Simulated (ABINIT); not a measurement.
Computed results, one entry a study.

### Beyond one shot: Ca2Si (Fm-3m)

Symmetry: Fm-3m, No. 225, cubic system. The conventional cell has a = 7.170 Å, b = 7.170 Å, c = 7.170 Å, α = 90.00°, β = 90.00°, γ = 90.00°. Nearest to Ca lie 4 Si at 3.10 Å. Nearest to Si lie 8 Ca at 3.10 Å. Farther neighbours, and contacts between anions beyond the nearest, are not listed.

```
method        : RPA screening on LDA from quasiparticle energies and orbitals, plane waves, norm-conserving pseudopotentials (and 4 further levels or steps)
program       : ABINIT 10.8.3
settings      : cutoff 30 Ha, PseudoDojo scalar-relativistic 0.4.1 standard, norm-conserving, ngkpt (2, 2, 2), nband 49, ecuteps 3.2 Ha, gwcalctyp 28, inclvkb 2, shiftk (0, 0, 0), symchi 1, awtr 1, frequency ppm, cycle 5, q points all but q = 0, 2×2×2 k-mesh
cost          : 16 runs, 82 s in all on 4 MPI ranks of Arm Neoverse V1, shared host
notes         : The program’s warnings: nproc spkpt=  >= nkpt= * nsppol=. The cell and positions are those that the Materials Project relaxed with its own functionals (PBE, PBE+U or r2SCAN), kept fixed. The 2×2×2 mesh is coarse for this cell, which bears on the long-range parts of exchange and screening. The RPA ε∞ on this mesh reaches over 25; with a narrow direct gap a coarse mesh can overstate it, and the correction is then too small.
G0W0          : 1.032 eV
QSGW, cycle 1 : 0.992 eV
QSGW, cycle 2 : 1.025 eV
QSGW, cycle 3 : 1.046 eV
QSGW, cycle 4 : 1.042 eV
QSGW, cycle 5 : 1.045 eV
known limits  : short of the basis limit; mesh may overstate the screening; coarse k mesh
```

Only the bands that the input lists are updated; the higher empty ones keep the functional's energies. QSGW ends at 1.04 eV, +0.01 eV from G0W0, after 5 cycles that took 65 s beside the first screening; the last moved the gap by 0.003 eV.

[Long decimals in the printed logs are rounded to 6 places.]

[Logs are printed without paths, hosts, clocks, repeated set-up lines and the standing remarks that a program may print on its own settings, such as how far it seeks lower states.]

[Paths, hosts, dates, memory and timing lines, banners, echoed tables and standing remarks are left out of the program output; an Ansatz launch command may be rebuilt from the run's recorded settings. Measured values are a selection of at most five: reports struck by readers or far from the other reports are left out. None is set beside runs whose start may be inverted or whose files or cutoffs have a known fault.]

[Runs of the session that timed out or met a known fault of the program may be left out.]

[Hosts, paths, dates, database ids (printed as entryN), source tags and the programs' standing remarks are cut or masked in the printed files.]

[G0W0 gaps are taken among the corrected bands and points alone; a level outside them can change the order at an edge.]

[Where Ansatz stands beside ABINIT at settings called matched, ABINIT's density can come from a denser mesh and the files from another edition; pairs whose starting gaps differed by over 0.03 eV were left out, so agreement reads better than it is.]
